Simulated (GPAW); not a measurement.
## MnGa7N8 (GaN32 Mn2 d3p18): which magnetic order is lowest

A self-consistent run ends on one state, which hangs on the start. Several orders of MnGa7N8 (GaN32 Mn2 d3p18) are started in GPAW and their energies compared.

Method: PBE with U = 4 eV on Mn d; plane waves with GPAW's PAW setups, scalar-relativistic, in GPAW 26.7.0.

## (1) Set-up

It takes space group Cm (No. 8, monoclinic). The conventional cell has a = 11.047 Å, b = 6.378 Å, c = 10.370 Å, α = 90.00°, β = 90.00°, γ = 90.00°. Mn has 4 N at 1.95 Å nearest. N has 2 Mn at 1.95 Å and 2 Ga at 1.95 Å nearest. Nearest to Mn lie 4 N at 1.95 Å. Nearest to N lie 1 Mn at 1.95 Å and 3 Ga at 1.95 Å. Ga has 4 N at 1.95 Å nearest. Nearest to N lie 4 Ga at 1.95 Å. substitutional dopants on the host's lattice, its constants typed without a cited source, atoms not relaxed. Farther neighbours and most contacts between anions are not listed.

The cell is a made-up one and need not be a known phase.

## (2) Order 1, typed as ferro ++

Parallel moments need no larger cell; this start tests for a ferromagnetic state only. A Hubbard term is added for the open shell, at a value in common use.

The input, order1.py:

```python
import json
import numpy as np
from ase import Atoms
from ase.parallel import paropen, parprint
from gpaw import GPAW

atoms = Atoms(['Mn', 'N', 'Mn', 'N', 'Ga', 'N', 'Ga', 'N', 'Ga', 'N', 'Ga', 'N', 'Ga', 'N', 'Ga', 'N', 'Ga', 'N', 'Ga', 'N', 'Ga', 'N', 'Ga', 'N', 'Ga', 'N', 'Ga', 'N', 'Ga', 'N', 'Ga', 'N'],
    cell=[[6.378, 0.0, 0.0],
         [-3.189, 5.52351, 0.0],
         [0.0, 0.0, 10.37]],
    scaled_positions=[[0.0, 0.0, 0.0],
         [0.166667, 0.333333, 0.0615],
         [0.166667, 0.333333, 0.25],
         [0.0, 0.0, 0.3115],
         [0.0, 0.0, 0.5],
         [0.166667, 0.333333, 0.5615],
         [0.166667, 0.333333, 0.75],
         [0.0, 0.0, 0.8115],
         [0.0, 0.5, 0.0],
         [0.166667, 0.833333, 0.0615],
         [0.166667, 0.833333, 0.25],
         [0.0, 0.5, 0.3115],
         [0.0, 0.5, 0.5],
         [0.166667, 0.833333, 0.5615],
         [0.166667, 0.833333, 0.75],
         [0.0, 0.5, 0.8115],
         [0.5, 0.0, 0.0],
         [0.666667, 0.333333, 0.0615],
         [0.666667, 0.333333, 0.25],
         [0.5, 0.0, 0.3115],
         [0.5, 0.0, 0.5],
         [0.666667, 0.333333, 0.5615],
         [0.666667, 0.333333, 0.75],
         [0.5, 0.0, 0.8115],
         [0.5, 0.5, 0.0],
         [0.666667, 0.833333, 0.0615],
         [0.666667, 0.833333, 0.25],
         [0.5, 0.5, 0.3115],
         [0.5, 0.5, 0.5],
         [0.666667, 0.833333, 0.5615],
         [0.666667, 0.833333, 0.75],
         [0.5, 0.5, 0.8115]],
    pbc=True,
    magmoms=[4.5, 0.0, 4.5, 0.0, 0.0, 0.0, 0.0, 0.0, 0.0, 0.0, 0.0, 0.0, 0.0, 0.0, 0.0, 0.0, 0.0, 0.0, 0.0, 0.0, 0.0, 0.0, 0.0, 0.0, 0.0, 0.0, 0.0, 0.0, 0.0, 0.0, 0.0, 0.0])
atoms.calc = GPAW(mode={'name': 'pw', 'ecut': 600},
    xc='PBE',
    kpts={'size': (5, 5, 3), 'gamma': True},
    occupations={'name': 'fermi-dirac', 'width': 0.05},
    convergence={'density': 1e-05, 'energy': 1e-05},
    maxiter=200,
    mixer={'name': 'pulay', 'beta': 0.05, 'nmaxold': 6, 'weight': 50},
    setups={'Mn': ':d,4.0'},
    symmetry={'tolerance': 1e-4},
    txt='order1.txt')
e = atoms.get_potential_energy(force_consistent=True)
res = {'free_energy': e, 'energy_sigma0': atoms.get_potential_energy(), 'fermi_energy': atoms.calc.get_fermi_level()}
res['moments'] = atoms.get_magnetic_moments().tolist()
res['total'] = atoms.get_magnetic_moment()
parprint('site moments (muB):', np.round(res['moments'], 3))
parprint(f"total moment: {res['total']:.3f} muB")
parprint(f'free energy: {e:.6f} eV')
atoms.calc.write('order1.gpw')
with paropen('results.json', 'w') as f:
    json.dump(res, f)
```

Command:

```sh
> OMP_NUM_THREADS=1 mpirun -n 4 gpaw python order1.py > order1.log
```

Output:

```text
site moments (muB): [ 3.943e+00 -9.900e-02  3.951e+00 -2.400e-02  8.000e-03 -2.000e-03
  8.000e-03 -3.700e-02  2.000e-02 -2.600e-02  2.100e-02 -3.500e-02
  6.000e-03 -1.000e-03  7.000e-03 -1.000e-03  1.600e-02 -1.000e-03
  1.600e-02 -2.000e-03  1.000e-03 -0.000e+00  1.000e-03  0.000e+00
  2.000e-02 -2.600e-02  2.100e-02 -3.500e-02  6.000e-03 -1.000e-03
  7.000e-03 -1.000e-03]
total moment: 8.000 muB
free energy: -198.226754 eV

--- order1.txt ---
Input parameters:
  mode=PW(ecut=600),
  convergence={'density': 1e-05, 'energy': 1e-05},
  kpts=MonkhorstPack(size=(5, 5, 3), gamma=True),
  maxiter=200,
  mixer=Pulay(name='pulay', nmaxold=6, beta=0.05, weight=50, sigma=0.015, g_ss=None),
  occupations=Occupations(name='fermi-dirac', width=0.05),
  setups={'Mn': ':d,4.0'},
  symmetry=Symmetry(tolerance=0.0001),
  xc=XC(name='PBE')

Diagonalizing LCAO Hamiltonian
Converting LCAO to pw mode

          Ga      Ga
         N       N
           NGa     NGa
          N       N
            N       N
         Ga      Ga
           Ga      Ga
         NGa     NGa
            Mn      Ga
          NN      NN

         Ga N    Ga N
           Mn      Ga

Atoms  # Å, Bohr magnetons
|    | symbol |         x |        y |        z |    initial magnetic moments |
|----|--------|-----------|----------|----------|-----------------------------|
|  0 |     Mn |  0.000000 | 0.000000 | 0.000000 | ( 0.0000,  0.0000,  4.5000) |
|  1 |      N |  0.000003 | 1.841168 | 0.637755 | ( 0.0000,  0.0000,  0.0000) |
|  2 |     Mn |  0.000003 | 1.841168 | 2.592500 | ( 0.0000,  0.0000,  4.5000) |
|  3 |      N |  0.000000 | 0.000000 | 3.230255 | ( 0.0000,  0.0000,  0.0000) |
|  4 |     Ga |  0.000000 | 0.000000 | 5.185000 | ( 0.0000,  0.0000,  0.0000) |
|  5 |      N |  0.000003 | 1.841168 | 5.822755 | ( 0.0000,  0.0000,  0.0000) |
|  6 |     Ga |  0.000003 | 1.841168 | 7.777500 | ( 0.0000,  0.0000,  0.0000) |
|  7 |      N |  0.000000 | 0.000000 | 8.415255 | ( 0.0000,  0.0000,  0.0000) |
|  8 |     Ga | -1.594500 | 2.761755 | 0.000000 | ( 0.0000,  0.0000,  0.0000) |
|  9 |      N | -1.594497 | 4.602923 | 0.637755 | ( 0.0000,  0.0000,  0.0000) |
| 10 |     Ga | -1.594497 | 4.602923 | 2.592500 | ( 0.0000,  0.0000,  0.0000) |
| 11 |      N | -1.594500 | 2.761755 | 3.230255 | ( 0.0000,  0.0000,  0.0000) |
| 12 |     Ga | -1.594500 | 2.761755 | 5.185000 | ( 0.0000,  0.0000,  0.0000) |
| 13 |      N | -1.594497 | 4.602923 | 5.822755 | ( 0.0000,  0.0000,  0.0000) |
| 14 |     Ga | -1.594497 | 4.602923 | 7.777500 | ( 0.0000,  0.0000,  0.0000) |
| 15 |      N | -1.594500 | 2.761755 | 8.415255 | ( 0.0000,  0.0000,  0.0000) |
| 16 |     Ga |  3.189000 | 0.000000 | 0.000000 | ( 0.0000,  0.0000,  0.0000) |
| 17 |      N |  3.189003 | 1.841168 | 0.637755 | ( 0.0000,  0.0000,  0.0000) |
| 18 |     Ga |  3.189003 | 1.841168 | 2.592500 | ( 0.0000,  0.0000,  0.0000) |
| 19 |      N |  3.189000 | 0.000000 | 3.230255 | ( 0.0000,  0.0000,  0.0000) |
| 20 |     Ga |  3.189000 | 0.000000 | 5.185000 | ( 0.0000,  0.0000,  0.0000) |
| 21 |      N |  3.189003 | 1.841168 | 5.822755 | ( 0.0000,  0.0000,  0.0000) |
| 22 |     Ga |  3.189003 | 1.841168 | 7.777500 | ( 0.0000,  0.0000,  0.0000) |
| 23 |      N |  3.189000 | 0.000000 | 8.415255 | ( 0.0000,  0.0000,  0.0000) |
| 24 |     Ga |  1.594500 | 2.761755 | 0.000000 | ( 0.0000,  0.0000,  0.0000) |
| 25 |      N |  1.594503 | 4.602923 | 0.637755 | ( 0.0000,  0.0000,  0.0000) |
| 26 |     Ga |  1.594503 | 4.602923 | 2.592500 | ( 0.0000,  0.0000,  0.0000) |
| 27 |      N |  1.594500 | 2.761755 | 3.230255 | ( 0.0000,  0.0000,  0.0000) |
| 28 |     Ga |  1.594500 | 2.761755 | 5.185000 | ( 0.0000,  0.0000,  0.0000) |
| 29 |      N |  1.594503 | 4.602923 | 5.822755 | ( 0.0000,  0.0000,  0.0000) |
| 30 |     Ga |  1.594503 | 4.602923 | 7.777500 | ( 0.0000,  0.0000,  0.0000) |
| 31 |      N |  1.594500 | 2.761755 | 8.415255 | ( 0.0000,  0.0000,  0.0000) |

Unit cell  # Å
| periodic |         x |        y |         z |   lengths |     angles |
|----------|-----------|----------|-----------|-----------|------------|
|      yes |  6.378000 | 0.000000 |  0.000000 |  6.378000 |  90.000000 |
|      yes | -3.189000 | 5.523510 |  0.000000 |  6.378000 |  90.000000 |
|      yes |  0.000000 | 0.000000 | 10.370000 | 10.370000 | 120.000000 |

Number of symmetries: 2

BZ-sampling:
  Number of BZ points: 75
  Number of IBZ points: 24

  Monkhorst-Pack size: [5, 5, 3]
  Monkhorst-Pack shift: [0, 0, 0]

K-points  # in reciprocal-cell coordinates
|     |                                coordinates |     weight |
|-----|--------------------------------------------|------------|
|   0 | (  0.00000000,   0.00000000,   0.00000000) | 0.01333333 |
|   1 | (  0.00000000,   0.00000000,   0.33333333) | 0.02666667 |
|   2 | (  0.00000000,   0.20000000,  -0.33333333) | 0.02666667 |
|   3 | (  0.00000000,   0.20000000,   0.00000000) | 0.02666667 |
|   4 | (  0.00000000,   0.20000000,   0.33333333) | 0.02666667 |
|   5 | (  0.00000000,   0.40000000,  -0.33333333) | 0.02666667 |
|   6 | (  0.00000000,   0.40000000,   0.00000000) | 0.02666667 |
|   7 | (  0.00000000,   0.40000000,   0.33333333) | 0.02666667 |
|   8 | (  0.20000000,   0.00000000,  -0.33333333) | 0.05333333 |
|   9 | (  0.20000000,   0.00000000,   0.00000000) | 0.05333333 |
| ... |                                            |            |
|  23 | (  0.40000000,   0.40000000,   0.33333333) | 0.05333333 |

Plane wave coefficients: 12263
Cutoff: 600.0 eV

Spin-components: 2 (collinear spins)
Bands:           101
Projectors:      162
Spin-degeneracy: 1
Datatype:        complex128

Parallelization:
  kpt:    4
  domain: 1
  band:   1

Density:
  Valence electrons: 152.0
  Components: 2
  Grid points: [40 40 60]
  Charge: 0.0  # |e|

Potential:
  Grid points: [40 40 60]

species:
  Mn:
    name:    Manganese
    Z:       25.0
    valence: 15
    core:    10
    charge:  0.0  # [|e|]
    Hubbard: {U: 4.0,  # eV
              l: 2,
              scale: True}
    compensation charges:
      type: gauss
      rc: 0.38  # [Å]
      lmax: 2
    cutoffs:
      filter: 2.14  # [Å]
      core: 0.86  # [Å]
    projectors
    | kind |    occ | energy [eV] | rcut [Å] |
    |------|--------|-------------|----------|
    |   3s |  2.000 |     -85.859 |    1.275 |
    |   4s |  2.000 |      -5.106 |    1.275 |
    |   3p |  6.000 |     -54.597 |    1.281 |
    |   4p |  0.000 |      -1.371 |    1.281 |
    |   3d |  5.000 |      -6.771 |    1.138 |
    |    d |        |      20.441 |    1.138 |

    Using partial waves for Mn as LCAO basis

  N:
    name:    Nitrogen
    Z:       7.0
    valence: 5
    core:    2
    charge:  0.0  # [|e|]
    compensation charges:
      type: gauss
      rc: 0.18  # [Å]
      lmax: 2
    cutoffs:
      filter: 1.11  # [Å]
      core: 0.96  # [Å]
    projectors
    | kind |    occ | energy [eV] | rcut [Å] |
    |------|--------|-------------|----------|
    |   2s |  2.000 |     -18.583 |    0.603 |
    |   2p |  3.000 |      -7.089 |    0.529 |
    |    s |        |       8.629 |    0.603 |
    |    p |        |      20.123 |    0.529 |
    |    d |        |       0.000 |    0.577 |

    Using partial waves for N as LCAO basis

  Ga:
    name:    Gallium
    Z:       31.0
    valence: 3
    core:    28
    charge:  0.0  # [|e|]
    compensation charges:
      type: gauss
      rc: 0.37  # [Å]
      lmax: 2
    cutoffs:
      filter: 2.06  # [Å]
      core: 4.17  # [Å]
    projectors
    | kind |    occ | energy [eV] | rcut [Å] |
    |------|--------|-------------|----------|
    |   4s |  2.000 |      -8.945 |    1.164 |
    |   4p |  1.000 |      -2.580 |    1.164 |
    |    s |        |      18.266 |    1.164 |
    |    p |        |      24.631 |    1.164 |
    |    d |        |       0.000 |    1.164 |

    Using partial waves for Ga as LCAO basis

Reference energy: -827121.121619  # eV

eigensolver:
  PPCG
  Converge bands: occupied
  niter=2

density mixing:
  Pulay-Mixer
  Linear mixing parameters: 0.05
  Old densities: 6
  Fourier metric: weight=50, sigma=0.015

occupation numbers:
  Fermi-Dirac:
    width: 0.0500  # eV

poisson solver:
  ecut: 4800.0  # eV

xc functional:
  name: PBE with 2 nearest neighbor stencil

convergence criteria:
- Maximum integral of absolute [dens]ity change: 1e-05 electrons / valence electron
- Maximum [total energy] change in last 3 cyles: 1e-05 eV / valence electron
- Maximum integral of absolute [eigenst]ate change: 4e-08 eV^2 / valence electron
maximum number of iterations: 200

SCF iterations
|iter     |      energy | eigst |  dens |  magmom |
|---------|-------------|-------|-------|---------|
|iter:   1|       0s | -225.443033 | +0.16 |       |  +9.0156|
|iter:   2|      34s | -218.034083 | -1.00 | -0.63 |  +8.9648|
|iter:   3|      67s | -198.148746 | +0.32 | -0.68 |  +8.6361|
|iter:   4|     100s | -198.287905 | -1.17 | -1.14 |  +8.5993|
|iter:   5|     133s | -198.175326 | -1.73 | -1.18 |  +8.4648|
|iter:   6|     166s | -198.194277 | -2.38 | -1.31 |  +8.3417|
|iter:   7|     199s | -198.209012 | -2.23 | -1.43 |  +8.0701|
|iter:   8|     232s | -198.206707 | -3.15 | -2.06 |  +8.0330|
|iter:   9|     265s | -198.207921 | -3.70 | -2.35 |  +8.0148|
|iter:  10|     298s | -198.208785 | -4.36 | -2.54 |  +8.0093|
[... 13 iterations left out ...]
|iter:  24|     754s | -198.211927c| -7.19 | -4.08 |  +7.9998|
|iter:  25|     771s | -198.211930c| -7.85c| -4.19 |  +7.9998|
|iter:  26|     803s | -198.211946c| -7.18 | -4.22 |  +7.9999|
|iter:  27|     836s | -198.211958c| -7.18 | -4.44 |  +7.9999|
|iter:  28|     852s | -198.211961c| -7.81c| -4.62 |  +7.9999|
|iter:  29|     876s | -198.211966c| -7.69c| -4.65 |  +8.0000|
|iter:  30|     892s | -198.211966c| -7.99c| -4.73 |  +8.0000|
|iter:  31|     908s | -198.211967c| -8.17c| -4.81 |  +8.0000|
|iter:  32|     924s | -198.211969c| -7.83c| -4.87 |  +8.0000|
|iter:  33|     940s | -198.211970c| -8.11c| -5.13c|  +8.0000|

Converged in 33 steps
Energy contributions relative to reference atoms: (reference = -827121.121619)

Energy contributions:
  Kinetic:         526.176000
  Coulomb:        -456.961953
  Zero:              0.950532
  External:          0.000000
  Xc:             -268.361764
  Entropy:          -0.029569
  Spinorbit:         0.000000
  ----------------------------
  Free energy:    -198.226754
  Extrapolated:   -198.211970

dipole moment: (-79.631491, -99.510805, -114.045193)  # |e|*Ang

Total magnetic moment: (0.000000, 0.000000, 8.000040)

Local magnetic moments
|        x |        y |         z |
|----------|----------|-----------|
| 0.000000 | 0.000000 |  3.942804 |  # Mn   0
| 0.000000 | 0.000000 | -0.098654 |  # N    1
| 0.000000 | 0.000000 |  3.950630 |  # Mn   2
| 0.000000 | 0.000000 | -0.023991 |  # N    3
| 0.000000 | 0.000000 |  0.008377 |  # Ga   4
| 0.000000 | 0.000000 | -0.001683 |  # N    5
| 0.000000 | 0.000000 |  0.007729 |  # Ga   6
| 0.000000 | 0.000000 | -0.037243 |  # N    7
| 0.000000 | 0.000000 |  0.019995 |  # Ga   8
| 0.000000 | 0.000000 | -0.025958 |  # N    9
| 0.000000 | 0.000000 |  0.020967 |  # Ga  10
| 0.000000 | 0.000000 | -0.034932 |  # N   11
| 0.000000 | 0.000000 |  0.006110 |  # Ga  12
| 0.000000 | 0.000000 | -0.001005 |  # N   13
| 0.000000 | 0.000000 |  0.006727 |  # Ga  14
| 0.000000 | 0.000000 | -0.000501 |  # N   15
[...]
| 0.000000 | 0.000000 |  0.001427 |  # Ga  22
| 0.000000 | 0.000000 |  0.000496 |  # N   23
| 0.000000 | 0.000000 |  0.019995 |  # Ga  24
| 0.000000 | 0.000000 | -0.025958 |  # N   25
| 0.000000 | 0.000000 |  0.020967 |  # Ga  26
| 0.000000 | 0.000000 | -0.034932 |  # N   27
| 0.000000 | 0.000000 |  0.006110 |  # Ga  28
| 0.000000 | 0.000000 | -0.001005 |  # N   29
| 0.000000 | 0.000000 |  0.006727 |  # Ga  30
| 0.000000 | 0.000000 | -0.000501 |  # N   31

Fermi level: 7.321
Eigenvalues  # (at kpt = [0.000, 0.000, 0.000])
| band index |      eig [eV] | occ [0-1] |      eig [eV] | occ [0-1] |
|------------|---------------|-----------|---------------|-----------|
|          0 |       -73.572 |     1.000 |       -69.116 |     1.000 |
|        ... |               |           |               |           |
|         67 |         5.058 |     1.000 |         5.711 |     1.000 |
|         68 |         5.569 |     1.000 |         5.730 |     1.000 |
|         69 |         5.594 |     1.000 |         6.092 |     1.000 |
|         70 |         5.680 |     1.000 |         6.201 |     1.000 |
|         71 |         5.684 |     1.000 |         6.224 |     1.000 |
|         72 |         5.791 |     1.000 |         8.616 |     0.000 |
|         73 |         5.861 |     1.000 |        10.155 |     0.000 |
|         74 |         6.154 |     1.000 |        10.463 |     0.000 |
|         75 |         6.189 |     1.000 |        10.544 |     0.000 |
|         76 |         6.424 |     1.000 |        10.589 |     0.000 |
|         77 |         7.304 |     0.587 |        10.649 |     0.000 |
|         78 |         7.476 |     0.043 |        10.680 |     0.000 |
|         79 |         7.541 |     0.012 |        10.702 |     0.000 |
|         80 |         7.798 |     0.000 |        10.817 |     0.000 |
|         81 |         8.055 |     0.000 |        10.821 |     0.000 |
|         82 |         8.569 |     0.000 |        10.966 |     0.000 |
|        ... |               |           |               |           |
|        100 |        13.067 |     0.000 |        14.613 |     0.000 |

No gap
No difference between direct/indirect transitions
```

It took 17 min on 4 MPI ranks of Arm Neoverse V2, shared host; peak memory 3 GiB; 66 min of CPU time.

Spin moment in the augmentation sphere by element, in μB:

```csv
element,atoms,mean,spread (r.m.s.),least,largest
Mn,2,3.95,0.00,3.94,3.95
N,16,-0.02,0.03,-0.10,0.00
Ga,14,0.01,0.01,0.00,0.02
```

The atoms farthest from the mean of their element:

```csv
atom,"x, y, z (Å)",spin moment in the augmentation sphere (μB)
N2,"0.00, 1.84, 0.64",-0.10
N8,"0.00, 0.00, 8.42",-0.04
N24,"3.19, 0.00, 8.42",0.00
N22,"3.19, 1.84, 5.82",0.00
N16,"-1.59, 2.76, 8.42",0.00
N32,"1.59, 2.76, 8.42",0.00
N18,"3.19, 1.84, 0.64",0.00
N14,"-1.59, 4.60, 5.82",0.00
```

This step gave:

```
magnetization : 8.000 μB
final state   : ferromagnetic
```

After 33 cycles the largest moment stands at 3.95 μB.

[end of part 1 of 2]

[Logs and program files are shortened in this print: banners, set-up blocks, solver, clock and traceback lines can be left out without a mark of their own.]

[Logs are printed without paths, hosts, clocks, repeated set-up lines and the standing remarks that a program may print on its own settings, such as how far it seeks lower states.]

[Hosts, paths, dates, database ids (printed as entryN), source tags and the programs' standing remarks are cut or masked in the printed files.]

[Where a cell is said to come from a database of computed structures, the database is the Materials Project.]
